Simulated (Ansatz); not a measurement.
# O on W(110): change of the work function

Wanted: Δφ(θ) for O/W(110), starting from the hollow site.

Method: plane-wave DFT, PBE-D3(BJ), Ansatz PAW, in the first sound run; inputs show where later runs differ, in Ansatz 0.2.0.

**1. Set-up**

The cell holds 4 atoms: 4 W. Cell: a = 2.737 Å, b = 2.737 Å, c = 24.703 Å, α = 90.0°, β = 90.0°, γ = 70.5°. Vacuum lies along c.

**2. The clean slab**

The bare slab comes first, as the zero from which every change is counted. The two lowest layers are held at bulk places and the upper ones relax. The dipole correction removes the false field that a one-sided slab makes across the periodic vacuum, so each face gets a flat vacuum level of its own.

The input, input.yaml:

```yaml
crystal:
  lattice:
    - [2.2344574285, -1.58, 0.0]
    - [2.2344574285, 1.58, 0.0]
    - [0.0, 0.0, 24.7033722856]
  atoms:
    - { symbol: W, position: [0.0, 0.0, 0.3643227287] }
    - { symbol: W, position: [0.5, 0.5, 0.4547742429] }
    - { symbol: W, position: [0.0, 0.0, 0.5452257571] }
    - { symbol: W, position: [0.5, 0.5, 0.6356772713] }
kpoints:
  mp_grid: { grid: [12, 12, 1] }
hamiltonian:
  xc: pbe
  dispersion: d3bj
scf:
  occupations: { method: fermi_dirac, width: 0.1 }
  convergence: { dr2_threshold: 1.0e-08 }
efield:
  axis: 3
  dipole_correction: true
  ramp_position: 0.97
  ramp_width: 0.06
relax:
  f_tol: 0.02
  max_steps: 60
  constraints: [{ sites: [0, 1] }]
output:
  write_potential: true
  write_density: true
  volumetric_format: npy
```

Started as:

```console
$ ansatz run input.yaml --threads 4 --pin off --max-ram 12288MiB --backend cpu --events-out ev --progress --plain --runs-dir out
```

Numbers of over 12 decimals in the logs are rounded to 6 here.

The program printed:

```text
Engine: ansatz 0.2.0, aarch64-unknown-linux-gnu
Pseudopotentials: kind: paw
Pseudopotential: W, paw, valence charge 14, recommended cutoff 420 eV (normal), W.paw.azcp
Functional definition: PBE
  parameter kappa = 0.804
  parameter beta = 0.066725
  exchange = pbe_x(kappa = kappa, mu = beta*pi^2/3)
  correlation = pbe_c(beta = beta)
Crystal: 4 atoms, lattice volume = 174.428 Å³
Basis set: ecut = 420 eV, 3461 PW (Γ), exchange–correlation on 40×40×360 points (8 copies of the dense FFT grid, shifted against one another)
Bands: 34, of which v1, the nominal top of the filled ones, is band 28 counted from 1 (27 counted from 0)
Symmetry: 4 space group operations
k-points: 43 of 144
Non-local potential: W, projectors of the file, l = 0: 3, l = 1: 2, l = 2: 2, l = 3: 1
PAW form: soft (Blöchl's): semilocal exchange-correlation on the pseudo side does not see the compensation charge
PAW one-centre angular grid: W, 590 points (default); XC on 64 Gauss nodes
Initial density: superposition of atomic densities (neutral atoms: chi_scale 0, normalization atom), corrected by the library's trained network
Initial wavefunctions: pseudopotential atomic-orbital guess
Functional: x = pbe(κ = 0.804, μ = 0.219515), c = pbe(β = 0.066725)
SCF iter   1: F=—  HF=-41538.536458 eV  |F-HF|=—  |Δ(HF+E_count)|=         —  Δρ=9.69e-3  dr2=1.99e0  ethr=1.77e-3  p=0.000 e·Å  D=4.83e-14 V/Å  ΔV_dip=-0.00 eV  dr2_dipole=2.75e-7  V_vac-E_F(+/−)=5.06/5.06 eV  ⟨swp⟩=7.9  Hψ=15776  notcnv=0  defer=16
efield: sawtooth ramp at fractional position 0.9700 (set: `efield.ramp_position`, or a place that a band, a saddle search or an elastic batch's reference lends), width 0.0600; the density the first Hamiltonian is built on has a dipole p = 0.000 e·Å; the dipole correction subtracts the counter field D = 4.83e-14 V/Å, which shifts the + side's vacuum level by -0.00 eV against the − side's; the planar-averaged density in the ramp window peaks in size at 1.1e-5 e/Å³
automatic band count: the SCF goes on with 40 bands, as 34 were too few: the levels above may hold too much charge
preconditioner: auto → LDOS  [metal: Δε(μ)=0.044 eV  Ē_g=6.098 eV  σ=0.100 eV  W_gap=0.11  n_scr=16 (ndim 8)  ℏωp=13.8 eV  f_vac=0.562  D(μ)=3.18/eV (n_scr^D=14)  β→1.0]
SCF iter   2: F=—  HF=-41538.451970 eV  |F-HF|=—  |Δ(HF+E_count)|=   8.45e-2  Δρ=3.80e-3  dr2=1.53e-1  ethr=1.77e-3  p=-0.000 e·Å  D=-1.41e-5 V/Å  ΔV_dip=0.00 eV  dr2_dipole=9.41e-8  V_vac-E_F(+/−)=4.91/4.91 eV  ⟨swp⟩=2.0  Hψ=2409  notcnv=0  defer=46
SCF iter   3: F=—  HF=-41538.442568 eV  |F-HF|=—  |Δ(HF+E_count)|=   9.40e-3  Δρ=7.33e-4  dr2=4.77e-3  ethr=2.73e-4  p=-0.000 e·Å  D=-5.84e-6 V/Å  ΔV_dip=0.00 eV  dr2_dipole=2.39e-8  V_vac-E_F(+/−)=4.90/4.90 eV  ⟨swp⟩=1.9  Hψ=2195  notcnv=0  defer=48
SCF iter   4: F=—  HF=-41538.442159 eV  |F-HF|=—  |Δ(HF+E_count)|=   4.09e-4  Δρ=2.26e-4  dr2=2.83e-4  ethr=8.51e-6  p=-0.000 e·Å  D=-2.80e-6 V/Å  ΔV_dip=0.00 eV  dr2_dipole=3.72e-9  V_vac-E_F(+/−)=4.90/4.90 eV  ⟨swp⟩=2.2  Hψ=2210  notcnv=0  defer=48
SCF iter   5: F=—  HF=-41538.442133 eV  |F-HF|=—  |Δ(HF+E_count)|=   2.57e-5  Δρ=8.21e-5  dr2=9.88e-6  ethr=5.05e-7  p=-0.000 e·Å  D=-1.58e-6 V/Å  ΔV_dip=0.00 eV  dr2_dipole=4.44e-10  V_vac-E_F(+/−)=4.90/4.90 eV  ⟨swp⟩=2.8  Hψ=2489  notcnv=0  defer=48
SCF iter   6: F=—  HF=-41538.442194 eV  |F-HF|=—  |Δ(HF+E_count)|=   6.09e-5  Δρ=1.85e-5  dr2=1.78e-6  ethr=1.76e-8  p=-0.000 e·Å  D=-3.96e-7 V/Å  ΔV_dip=0.00 eV  dr2_dipole=1.10e-14  V_vac-E_F(+/−)=4.90/4.90 eV  ⟨swp⟩=3.0  Hψ=2816  notcnv=0  defer=46
SCF iter   7: F=—  HF=-41538.442194 eV  |F-HF|=—  |Δ(HF+E_count)|=   1.78e-7  Δρ=5.89e-6  dr2=9.96e-8  ethr=3.18e-9  p=-0.000 e·Å  D=-1.01e-7 V/Å  ΔV_dip=0.00 eV  dr2_dipole=1.15e-12  V_vac-E_F(+/−)=4.90/4.90 eV  ⟨swp⟩=2.1  Hψ=2209  notcnv=0  defer=46
SCF iter   8: F=—  HF=-41538.442194 eV  |F-HF|=—  |Δ(HF+E_count)|=   1.72e-7  Δρ=2.09e-6  dr2=1.13e-8  ethr=1.79e-11  p=-0.000 e·Å  D=-5.65e-8 V/Å  ΔV_dip=0.00 eV  dr2_dipole=6.97e-14  V_vac-E_F(+/−)=4.90/4.90 eV  ⟨swp⟩=12.3  Hψ=12536  notcnv=0
SCF iter   9: F=-41538.442194 eV  HF=-41538.442194 eV  |F-HF|=2.90e-9  |Δ(HF+E_count)|=   2.45e-9  Δρ=6.34e-7  dr2=1.02e-9  ethr=1.79e-11  p=-0.000 e·Å  D=-1.55e-8 V/Å  ΔV_dip=0.00 eV  dr2_dipole=4.30e-15  V_vac-E_F(+/−)=4.90/4.90 eV  ⟨swp⟩=10.8  Hψ=10717  notcnv=0
SCF 1 converged in 9 iterations: F = -41538.442194 eV  dr2 = 1.02e-9
  greatest PAW one-centre occupation: 1.000 electrons in one spin orbital (limit 2), on the W atom at site 0 (counted from 0), in its partial waves of l = 0
relax step   1: F+E_penalty+E_count = -41538.44219427 eV  Δ(F+E_penalty+E_count) = +0.000e0 eV  max|allowed force component| = 5.732e-1 eV/Å  Δτ_max = 0.0000 Å  (9 SCF iters, accepted)
Bands: 40, of which v1, the nominal top of the filled ones, is band 28 counted from 1 (27 counted from 0)
Initial density: handed on by an earlier stage of this run
Initial wavefunctions: those handed on with the density
iter 1 solved again at ethr=9.19e-4 eV; its pass at ethr=3.10e-3 eV (dr2=5.14e-1 eV) is discarded
SCF iter   1: F=—  HF=-41538.432228 eV  |F-HF|=—  |Δ(HF+E_count)|=         —  Δρ=9.53e-3  dr2=5.39e-1  ethr=9.19e-4  p=0.000 e·Å  D=7.09e-7 V/Å  ΔV_dip=-0.00 eV  dr2_dipole=4.60e-3  V_vac-E_F(+/−)=4.91/4.91 eV  ⟨swp⟩=1.8  Hψ=7198  notcnv=0  defer=42
efield: sawtooth ramp at fractional position 0.9700 (set: `efield.ramp_position`, or a place that a band, a saddle search or an elastic batch's reference lends), width 0.0600; the density the first Hamiltonian is built on has a dipole p = 0.000 e·Å; the dipole correction subtracts the counter field D = 7.09e-7 V/Å, which shifts the + side's vacuum level by -0.00 eV against the − side's; the planar-averaged density in the ramp window peaks in size at 3.5e-6 e/Å³
preconditioner: auto → LDOS  [metal: Δε(μ)=0.024 eV  Ē_g=6.232 eV  σ=0.100 eV  W_gap=0.06  n_scr=16 (ndim 8)  ℏωp=13.8 eV  f_vac=0.569  D(μ)=3.07/eV (n_scr^D=14)  β→1.0]
SCF iter   2: F=—  HF=-41538.411586 eV  |F-HF|=—  |Δ(HF+E_count)|=   2.06e-2  Δρ=6.21e-3  dr2=3.30e-1  ethr=9.19e-4  p=0.012 e·Å  D=1.29e-2 V/Å  ΔV_dip=-0.32 eV  dr2_dipole=9.92e-3  V_vac-E_F(+/−)=4.60/4.92 eV  ⟨swp⟩=3.5  Hψ=3389  notcnv=0  defer=42
SCF iter   3: F=—  HF=-41538.368692 eV  |F-HF|=—  |Δ(HF+E_count)|=   4.29e-2  Δρ=1.44e-3  dr2=1.05e-2  ethr=5.90e-4  p=0.008 e·Å  D=8.47e-3 V/Å  ΔV_dip=-0.21 eV  dr2_dipole=3.89e-4  V_vac-E_F(+/−)=4.72/4.93 eV  ⟨swp⟩=2.1  Hψ=2836  notcnv=0  defer=48
[...]
SCF iter   3: F=—  HF=-41538.457530 eV  |F-HF|=—  |Δ(HF+E_count)|=   1.46e-2  Δρ=9.68e-4  dr2=6.11e-3  ethr=2.01e-4  p=0.005 e·Å  D=4.94e-3 V/Å  ΔV_dip=-0.12 eV  dr2_dipole=9.30e-4  V_vac-E_F(+/−)=4.79/4.91 eV  ⟨swp⟩=2.2  Hψ=2850  notcnv=0  defer=50
SCF iter   4: F=—  HF=-41538.456471 eV  |F-HF|=—  |Δ(HF+E_count)|=   1.06e-3  Δρ=2.90e-4  dr2=4.95e-4  ethr=1.09e-5  p=0.004 e·Å  D=4.13e-3 V/Å  ΔV_dip=-0.10 eV  dr2_dipole=1.11e-4  V_vac-E_F(+/−)=4.81/4.91 eV  ⟨swp⟩=2.9  Hψ=2718  notcnv=0  defer=50
SCF iter   5: F=—  HF=-41538.456494 eV  |F-HF|=—  |Δ(HF+E_count)|=   2.34e-5  Δρ=9.02e-5  dr2=2.41e-5  ethr=8.84e-7  p=0.004 e·Å  D=3.85e-3 V/Å  ΔV_dip=-0.10 eV  dr2_dipole=5.44e-7  V_vac-E_F(+/−)=4.81/4.90 eV  ⟨swp⟩=2.2  Hψ=2278  notcnv=0  defer=50
SCF iter   6: F=—  HF=-41538.456489 eV  |F-HF|=—  |Δ(HF+E_count)|=   5.61e-6  Δρ=3.46e-5  dr2=2.27e-6  ethr=4.30e-8  p=0.004 e·Å  D=3.85e-3 V/Å  ΔV_dip=-0.10 eV  dr2_dipole=1.58e-7  V_vac-E_F(+/−)=4.81/4.90 eV  ⟨swp⟩=2.4  Hψ=2542  notcnv=0  defer=50
SCF iter   7: F=—  HF=-41538.456560 eV  |F-HF|=—  |Δ(HF+E_count)|=   7.10e-5  Δρ=1.57e-5  dr2=5.48e-7  ethr=4.06e-9  p=0.004 e·Å  D=3.84e-3 V/Å  ΔV_dip=-0.09 eV  dr2_dipole=3.84e-10  V_vac-E_F(+/−)=4.81/4.90 eV  ⟨swp⟩=2.3  Hψ=2633  notcnv=0  defer=50
SCF iter   8: F=—  HF=-41538.456560 eV  |F-HF|=—  |Δ(HF+E_count)|=   5.37e-7  Δρ=3.08e-6  dr2=3.69e-8  ethr=9.78e-10  p=0.004 e·Å  D=3.85e-3 V/Å  ΔV_dip=-0.10 eV  dr2_dipole=7.27e-9  V_vac-E_F(+/−)=4.81/4.90 eV  ⟨swp⟩=2.6  Hψ=2613  notcnv=0  defer=50
SCF iter   9: F=-41538.456560 eV  HF=-41538.456560 eV  |F-HF|=3.09e-9  |Δ(HF+E_count)|=   2.50e-8  Δρ=6.74e-7  dr2=1.67e-9  ethr=1.79e-11  p=0.004 e·Å  D=3.86e-3 V/Å  ΔV_dip=-0.10 eV  dr2_dipole=6.33e-10  V_vac-E_F(+/−)=4.81/4.90 eV  ⟨swp⟩=11.7  Hψ=11685  notcnv=0
SCF 3 converged in 9 iterations: F = -41538.456560 eV  dr2 = 1.67e-9
relax step   3: F+E_penalty+E_count = -41538.45656040 eV  Δ(F+E_penalty+E_count) = -1.437e-2 eV  max|allowed force component| = 1.733e-1 eV/Å  Δτ_max = 0.0625 Å  (9 SCF iters, accepted)
SCF iter   1: F=—  HF=-41538.458314 eV  |F-HF|=—  |Δ(HF+E_count)|=         —  Δρ=7.72e-4  dr2=3.57e-3  ethr=6.90e-5  p=0.004 e·Å  D=3.86e-3 V/Å  ΔV_dip=-0.10 eV  dr2_dipole=3.07e-5  V_vac-E_F(+/−)=4.81/4.90 eV  ⟨swp⟩=2.1  Hψ=3306  notcnv=0  defer=50
efield: sawtooth ramp at fractional position 0.9700 (set: `efield.ramp_position`, or a place that a band, a saddle search or an elastic batch's reference lends), width 0.0600; the density the first Hamiltonian is built on has a dipole p = 0.004 e·Å; the dipole correction subtracts the counter field D = 3.86e-3 V/Å, which shifts the + side's vacuum level by -0.10 eV against the − side's; the planar-averaged density in the ramp window peaks in size at 3.0e-6 e/Å³
preconditioner: auto → LDOS  [metal: Δε(μ)=0.033 eV  Ē_g=6.103 eV  σ=0.100 eV  W_gap=0.08  n_scr=16 (ndim 8)  ℏωp=13.8 eV  f_vac=0.561  D(μ)=3.09/eV (n_scr^D=14)  β→1.0]
SCF iter   2: F=—  HF=-41538.458124 eV  |F-HF|=—  |Δ(HF+E_count)|=   1.90e-4  Δρ=5.14e-4  dr2=2.30e-3  ethr=6.37e-6  p=0.003 e·Å  D=2.88e-3 V/Å  ΔV_dip=-0.07 eV  dr2_dipole=6.47e-5  V_vac-E_F(+/−)=4.83/4.90 eV  ⟨swp⟩=2.8  Hψ=2900  notcnv=0  defer=50
SCF iter   3: F=—  HF=-41538.457860 eV  |F-HF|=—  |Δ(HF+E_count)|=   2.64e-4  Δρ=1.23e-4  dr2=1.01e-4  ethr=4.11e-6  p=0.003 e·Å  D=3.20e-3 V/Å  ΔV_dip=-0.08 eV  dr2_dipole=1.73e-5  V_vac-E_F(+/−)=4.82/4.90 eV  ⟨swp⟩=2.0  Hψ=2247  notcnv=0  defer=50
SCF iter   4: F=—  HF=-41538.457844 eV  |F-HF|=—  |Δ(HF+E_count)|=   1.57e-5  Δρ=4.05e-5  dr2=8.79e-6  ethr=1.80e-7  p=0.003 e·Å  D=3.08e-3 V/Å  ΔV_dip=-0.08 eV  dr2_dipole=1.52e-6  V_vac-E_F(+/−)=4.83/4.90 eV  ⟨swp⟩=2.8  Hψ=2793  notcnv=0  defer=50
SCF iter   5: F=—  HF=-41538.457898 eV  |F-HF|=—  |Δ(HF+E_count)|=   5.37e-5  Δρ=1.22e-5  dr2=3.82e-7  ethr=1.57e-8  p=0.003 e·Å  D=3.04e-3 V/Å  ΔV_dip=-0.08 eV  dr2_dipole=3.73e-9  V_vac-E_F(+/−)=4.83/4.90 eV  ⟨swp⟩=2.3  Hψ=2506  notcnv=0  defer=50
SCF iter   6: F=—  HF=-41538.457898 eV  |F-HF|=—  |Δ(HF+E_count)|=   2.43e-7  Δρ=4.94e-6  dr2=5.37e-8  ethr=6.83e-10  p=0.003 e·Å  D=3.04e-3 V/Å  ΔV_dip=-0.08 eV  dr2_dipole=1.88e-9  V_vac-E_F(+/−)=4.83/4.90 eV  ⟨swp⟩=2.4  Hψ=2664  notcnv=0  defer=50
SCF iter   7: F=—  HF=-41538.457898 eV  |F-HF|=—  |Δ(HF+E_count)|=   8.42e-8  Δρ=2.28e-6  dr2=1.74e-8  ethr=1.79e-11  p=0.003 e·Å  D=3.03e-3 V/Å  ΔV_dip=-0.07 eV  dr2_dipole=2.34e-14  V_vac-E_F(+/−)=4.83/4.90 eV  ⟨swp⟩=11.9  Hψ=11733  notcnv=0
SCF iter   8: F=-41538.457898 eV  HF=-41538.457898 eV  |F-HF|=1.54e-9  |Δ(HF+E_count)|=   1.39e-8  Δρ=3.38e-7  dr2=3.97e-10  ethr=1.79e-11  p=0.003 e·Å  D=3.03e-3 V/Å  ΔV_dip=-0.07 eV  dr2_dipole=6.05e-11  V_vac-E_F(+/−)=4.83/4.90 eV  ⟨swp⟩=10.9  Hψ=10833  notcnv=0
SCF 4 converged in 8 iterations: F = -41538.457898 eV  dr2 = 3.97e-10
relax step   4: F+E_penalty+E_count = -41538.45789799 eV  Δ(F+E_penalty+E_count) = -1.338e-3 eV  max|allowed force component| = 8.804e-3 eV/Å  Δτ_max = 0.0130 Å  (8 SCF iters, accepted)
NSCF: frozen V_eff on 43 k-points
the band table was solved once a step of the walk had ended and its energy, with any forces and stress, was formed, with the checks that follow a solve (9081 applications of the Hamiltonian). They found nothing against the state; the energy, forces and stress were not computed again (output.eigenvalues in the input reference)
SCF converged after 8 iterations
Free energy (F): -41538.457898 eV
Harris-Foulkes:  -41538.457898 eV  (|F-HF|=1.54e-9)
Internal energy: -41538.358206 eV  (E = F + TS)
E sigma→0 (E₀):  -41538.408052 eV
Entropy (-TS):   -0.099692 eV (-24.923 meV/atom)
Fermi energy:    5.205516 eV
Dipole field:    D = 0.003046 V/Å  (p = 0.002936 e·Å, saw-weighted, corrected)
Work function:   Φ+ = 4.8272 eV   Φ− = 4.9025 eV
Levels:          The Fermi level and band energies are counted from a zero that moves with the ramp; work functions are not
--- Per-component energies (eV) ---
  E_band       = -1291.308161
  E_kinetic    = 1793.556337
  E_local      = -71643.319704  (includes V_loc(G=0)·N_el)
  E_nonlocal   = 4.695792
  E_hartree    = 35001.688399
  E_xc         = -1063.711327
  E_vxc        = -949.812897  (∫ρ·V_xc dr)
  E_paw        = -34250.036262  (= ΣΔE_a)
  E_vpaw       = -499.808581  (= ΣTr[D̂ρ^β])
  E_aug_tail   = -0.000235  (compensation charges beyond the density's cutoff)
  E_efield     = 0.000004  (sawtooth field / dipole correction)
  E_vefield    = 0.001704  (∫n·V_field dr)
  E_ewald      = 28620.764352
  E_disp       = -1.995562  (pairwise vdW)
  E_smearing   = -0.099692  (= −TS)
  E_closure    = 0.000000  (closes the sum)
  Σ components = -41538.457898   (vs F -41538.457898, Δ=0.00e0)
--- Forces (eV/Å), atoms counted from 1 ---
  atom   1  W      0.00000000     0.00000000     0.49577405
  atom   2  W      0.00000000    -0.00000000    -0.49767352
  atom   3  W      0.00000000    -0.00000000    -0.00691678
  atom   4  W      0.00000000     0.00000000     0.00880423
  max |Σ_I F_I| component: 1.20e-5 eV/Å
--- Band table (eV; the first three rows and the last of 43) ---
  k-point 0: bands = [... 24 lower, 3.7546, 3.8148, 3.9946, 4.4506, 4.8165, 5.8101, 6.0132, 6.9240, ... 8 higher]
  k-point 1: bands = [... 24 lower, 3.5513, 3.7791, 4.1380, 4.4704, 4.7685, 5.3798, 6.2449, 6.7358, ... 8 higher]
  k-point 2: bands = [... 24 lower, 3.3773, 3.5369, 3.9584, 4.4051, 4.9355, 5.2703, 6.5995, 6.6512, ... 8 higher]
  k-point 42: bands = [... 24 lower, 3.7858, 5.7335, 5.8713, 6.3102, 6.3427, 6.9233, 7.2501, 8.8698, ... 8 higher]
--- Relaxed structure (4 steps of the walk, 3 accepted, 0 SCFs on fresh bases) ---
  F+E_penalty+E_count = -41538.45789799 eV   max|allowed force component| = 8.804e-3 eV/Å
  atoms:
    - { symbol: W, position: [0.0, 0.0, 0.3643227287] }
    - { symbol: W, position: [0.5, 0.5, 0.4547742429] }
    - { symbol: W, position: [-1.698932500373218e-19, 1.698932500373218e-19, 0.545617] }
    - { symbol: W, position: [0.5, 0.5, 0.633676] }
```

Run time: 30 s. Hardware: 4 threads of Arm Neoverse V1, shared host; peak memory 0.59 GiB.

Relaxation path:

```tsv
step	energy less that of the first step (eV)	largest force component (eV/Å)
1	0.0000	0.5732
2	0.0751	1.5005
3	-0.0144	0.1733
4	-0.0157	0.0088
```

Relaxation step 2 was tried and not accepted.

The run keeps the 4 symmetry operations that it works with, so distortions that break them were not tested.

The atoms that moved most (Å):

```tsv
atom	dx	dy	dz	length
W4	0.000	0.000	-0.049	0.049
W3	0.000	0.000	0.010	0.010
```

Numbers from this step:

```yaml
energy_at_zero_smearing: -41538.4081 eV
work_function_upper_face: 4.827 eV
work_function_lower_face: 4.902 eV
dipole_along_the_normal: 0.002936 e·Å
step_between_the_vacuum_levels: -0.07523 eV
```

Running mean over 2.234 Å of the planar mean; the ramp of the sawtooth is left out. Electron's electrostatic potential energy less the Fermi level against z:

z (Å), electron's electrostatic potential energy less the Fermi level (eV) and a bar from the least value:
```
      3.5        4.9 ##############################
      4.0        4.9 ##############################
      4.5        4.9 ##############################
      5.0        4.9 ##############################
      5.5        4.9 ##############################
      6.0        4.8 ##############################
      6.5        4.4 #############################
      7.0        3.3 ###########################
      7.5       -0.1 ######################
      8.0       -5.8 ############
      8.5      -10.5 #####
      9.0      -12.2 ##
      9.5      -12.5 #
     10.0      -12.6 #
     10.5      -12.7 #
     11.0      -12.7 #
     11.5      -12.8 #
     12.0      -12.7 #
     12.5      -12.7 #
     13.0      -12.8 #
     13.5      -12.8 #
     14.0      -13.1 
     14.5      -13.3 
     15.0      -13.0 
     15.5      -12.5 #
     16.0      -11.3 ###
     16.5       -7.5 ##########
     17.0       -1.8 ###################
     17.5        2.5 ##########################
     18.0        4.1 #############################
     18.5        4.6 ##############################
     19.0        4.8 ##############################
     19.5        4.8 ##############################
     20.0        4.8 ##############################
     20.5        4.8 ##############################
     21.0        4.8 ##############################
     21.5        4.8 ##############################
```

The relaxation took 4 steps and lowered the energy by 0.016 eV; the largest force on the free atoms ends at 0.0088 eV/Å.

The work function of the upper face is 4.83 eV.

(Part 1 of 5 ends here.)

[Logs are printed without paths, hosts, clocks, repeated set-up lines and the standing remarks that a program may print on its own settings, such as how far it seeks lower states.]

[Hosts, paths, dates, database ids (printed as entryN), source tags and the programs' standing remarks are cut or masked in the printed files.]

[Maps of the electrostatic potential energy from Ansatz leave out the sawtooth potential of an applied field or a dipole correction, so their vacuum need not be flat; planar profiles and work functions include it.]
